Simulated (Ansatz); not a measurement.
# Surface energy of Mo: 7 faces compared

Which of these faces of Mo costs least, and does the order hold when functional or mesh changes?

Calculated with Ansatz 0.2.0: Kohn-Sham DFT, PBE, PAW (set soft_2), plane waves; cutoff 420 eV, fermi-dirac smearing of 0.1 eV. Each cell was relaxed with PBE at fixed cell edges, then solved at the other levels. Its free energy less that of as many atoms of bulk Mo (15.777 Å³ an atom, mesh 17×17×17) is divided by the area of its two faces. Cutoffs: 420 eV for PBE and PBEsol; 500 eV for r2SCAN.

Mo(310), as built: Slab of Mo cut on (3 1 0), 12.0 Å thick, 2 x 1 surface cells, both faces free, 15 Å of vacuum; not relaxed. Lattice constants are starting values near those of PBE.

Mo(210), as built: Slab of Mo cut on (2 1 0), 12.0 Å thick, 1 x 2 surface cells, both faces free, 15 Å of vacuum; not relaxed. Lattice constants are starting values near those of PBE.

**Cells**

| cell | atoms | area (Å²) | k-mesh | gain on relaxing (J/m²) | neighbours missing (per Å²) | work function (eV) |
| --- | --- | --- | --- | --- | --- | --- |
| Mo(110) | 24 | 28.24 | 7×7×1 (relaxed on 5×5×1) | 0.073 | 0.567 | 4.55 |
| Mo(321) | 30 | 37.36 | 7×5×1 (relaxed on 5×4×1) | 0.199 | 0.642 | 4.20 |
| Mo(221) | 24 | 29.96 | 8×8×1 (relaxed on 6×6×1) | 0.230 | 0.668 | 4.06 |
| Mo(311) | 28 | 33.12 | 5×11×1 (relaxed on 3×7×1) | 0.297 | 0.664 | 3.88 |
| Mo(210) | 36 | 44.66 | 5×6×1 (relaxed on 3×4×1) | 0.230 | 0.627 | 4.10 |
| Mo(310) | 26 | 31.58 | 6×7×1 (relaxed on 4×5×1) | 0.291 | 0.633 | 3.90 |
| Mo(100) | 32 | 39.94 | 6×6×1 (relaxed on 4×4×1) | 0.294 | 0.601 | 3.84 |

Neighbours are counted within 3.28 Å in the cell as cut, where a bulk atom has 14; the deficit is per area of both faces. The work function is the vacuum level over the Fermi level.

**Surface energy**

In J/m²:

| cell | PBE | PBE, denser mesh | r2SCAN | PBEsol |
| --- | --- | --- | --- | --- |
| Mo(110) | 2.821 | 2.804 | 3.032 | 3.128 |
| Mo(321) | 3.019 | 3.019 | 3.246 | 3.345 |
| Mo(221) | 3.058 | 3.058 | 3.280 | 3.387 |
| Mo(311) | 3.075 | 3.075 | 3.305 | 3.413 |
| Mo(210) | 3.113 | 3.114 | 3.346 | 3.443 |
| Mo(310) | 3.116 | 3.117 | 3.347 | 3.445 |
| Mo(100) | 3.187 | 3.183 | 3.445 | 3.513 |

**Findings**

With PBE the lowest is Mo(110) (2.82 J/m²) and the highest Mo(100) (3.19 J/m²), a ratio of 1.13. PBE on a denser mesh shifts the values by -0.02 to +0.00 J/m² over 7 cells and reverses no pair. r2SCAN shifts the values by +0.21 to +0.26 J/m² over 7 cells and reverses no pair. PBEsol shifts the values by +0.31 to +0.34 J/m² over 7 cells and reverses no pair. A pair counts as reversed only if it differs by over 0.02 J/m² at both levels. The energy follows only loosely the count of missing neighbours per area (correlation +0.46). The work function runs from 3.84 eV on Mo(100) to 4.55 eV on Mo(110).

Limits: The lattice constant is the typed one for every functional. Cells and bulk are sampled on unlike meshes, and thin cells carry size effects; differences of a few hundredths of a J/m² aren't resolved. No reconstruction was sought. Work functions of thin slabs are sensitive to thickness and mesh. These are free energies under a smearing of 0.1 eV, whose entropy term isn't removed. In some runs the program notes that the exchange-correlation potential is rough where the density is thin and positions were snapped to a detected symmetry. Further notices: bands taken in.

[Hosts, paths, dates, database ids (printed as entryN), source tags and the programs' standing remarks are cut or masked in the printed files.]
